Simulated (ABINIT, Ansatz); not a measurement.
Records of electronic-structure calculations.

```cif
data_batio3
_symmetry_space_group_name_H-M 'P4mm'
_symmetry_Int_Tables_number 99
_cell_length_a 3.9998
_cell_length_b 3.9998
_cell_length_c 4.0180
_cell_angle_alpha 90.000
_cell_angle_beta 90.000
_cell_angle_gamma 90.000
_cell_volume 64.28
loop_
_atom_site_label
_atom_site_type_symbol
_atom_site_symmetry_multiplicity
_atom_site_Wyckoff_symbol
_atom_site_fract_x
_atom_site_fract_y
_atom_site_fract_z
_atom_site_occupancy
Ba1 Ba 1 a 0.00000 0.00000 0.00000 1
Ti1 Ti 1 b 0.50000 0.50000 0.49000 1
O1 O 1 b 0.50000 0.50000 0.01900 1
O2 O 2 c 0.50000 0.00000 0.51700 1
_calc_subject 'A GW chain in ABINIT: BaTiO3 (P4mm)'
_calc_method 'RPA screening on LDA, plane waves, norm-conserving pseudopotentials (and 2 further levels or steps)'
_calc_program 'ABINIT 10.8.3'
_calc_settings 'cutoff 38 Ha, PseudoDojo scalar-relativistic 0.4.1 standard, norm-conserving, ngkpt (4, 4, 4), nband 77, ecuteps 4.4 Ha, inclvkb 2, shiftk (0, 0, 0), symchi 1, awtr 1, frequency ppm, 4×4×4 k-mesh'
_calc_cost '4 runs, 2 min in all on 8 MPI ranks of Arm Neoverse V2, shared host'
_calc_notes 'The database entry behind the starting cell differs from other determinations of this structure. The program’s warnings: nkpt*nsppol () is not a multiple of nproc spkpt (). The cell and positions come from the Crystallography Open Database and are kept as given unless a step says otherwise. Limits: no spin-orbit coupling. The 4×4×4 mesh is coarse for this cell, which bears on the long-range parts of exchange and screening.'
_calc_lda_gap '1.74 eV, indirect'
_calc_g0w0_gap_on_the_mesh '3.46 eV'
_calc_gw_settings '4×4×4 mesh, 77 bands, screening to 119.7 eV, Godby-Needs plasmon pole'
_calc_known_limits 'short of the basis limit; no spin-orbit coupling; coarse k mesh'
```

[Long decimals in the printed logs are rounded to 6 places.]

[Logs are printed without paths, hosts, clocks, repeated set-up lines and the standing remarks that a program may print on its own settings, such as how far it seeks lower states.]

[Paths, hosts, dates, memory and timing lines, banners, echoed tables and standing remarks are left out of the program output; an Ansatz launch command may be rebuilt from the run's recorded settings. Measured values are a selection of at most five: reports struck by readers or far from the other reports are left out. None is set beside runs whose start may be inverted or whose files or cutoffs have a known fault.]

[Runs of the session that timed out or met a known fault of the program may be left out.]

[Hosts, paths, dates, database ids (printed as entryN), source tags and the programs' standing remarks are cut or masked in the printed files.]

[G0W0 gaps are taken among the corrected bands and points alone; a level outside them can change the order at an edge.]

[Where Ansatz stands beside ABINIT at settings called matched, ABINIT's density can come from a denser mesh and the files from another edition; pairs whose starting gaps differed by over 0.03 eV were left out, so agreement reads better than it is.]
